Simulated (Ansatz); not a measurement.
Rows from a G0W0 calculation on SnSeS (layered bulk) (P3m1) (Ansatz 0.2.0; G0W0 on PBEsol, plane waves, PAW; PAW set soft_1; 6×6×4 mesh, 71 empty bands, screening to 60 eV, PAW set soft_1 files), in eV. Spin-orbit coupling is left out.

The structure was built from a prototype and need not be the compound's stable phase.

```
row                       k  band   start       Σx  Σc at the solution      Vxc
  A                       Γ    c1   9.536  -12.020              -3.069  -15.775
  B  (0.000, -0.500, 0.250)    c2  12.303   -7.458              -4.019  -11.971
  C                       Γ    v1   8.465  -18.190               2.119  -16.091
  D  (0.000, -0.500, 0.250)    c1   9.246  -11.097              -2.908  -14.565
  E                       Γ    c2  11.507   -8.162              -3.866  -12.592
  F  (0.000, -0.500, 0.250)    v1   7.715  -17.675               2.184  -15.444
```

**Question.** Give the quasiparticle energies and the shift of each level.

The quasiparticle equation reads E = start + Σx + Σc(E) − Vxc.

```
row  E (eV)  shift (eV)
  A  10.224      +0.687
  B  12.797      +0.494
  C   8.485      +0.020
  D   9.806      +0.561
  E  12.071      +0.564
  F   7.668      −0.047
```

The gap over the computed points goes from 0.78 eV to 1.32 eV.

Limits: not at the basis limit; no spin-orbit coupling; coarse k mesh.

[Paths, hosts, dates, memory and timing lines, banners, echoed tables and standing remarks are left out of the program output.]

[Logs are printed without paths, hosts, clocks, repeated set-up lines and the standing remarks that a program may print on its own settings, such as how far it seeks lower states.]

[Runs of the session that timed out or met a known fault of the program may be left out.]

[Cells called generated may have been cut or substituted from an entry of the Crystallography Open Database or the Materials Project.]

[Hosts, paths, dates, database ids (printed as entryN), source tags and the programs' standing remarks are cut or masked in the printed files.]
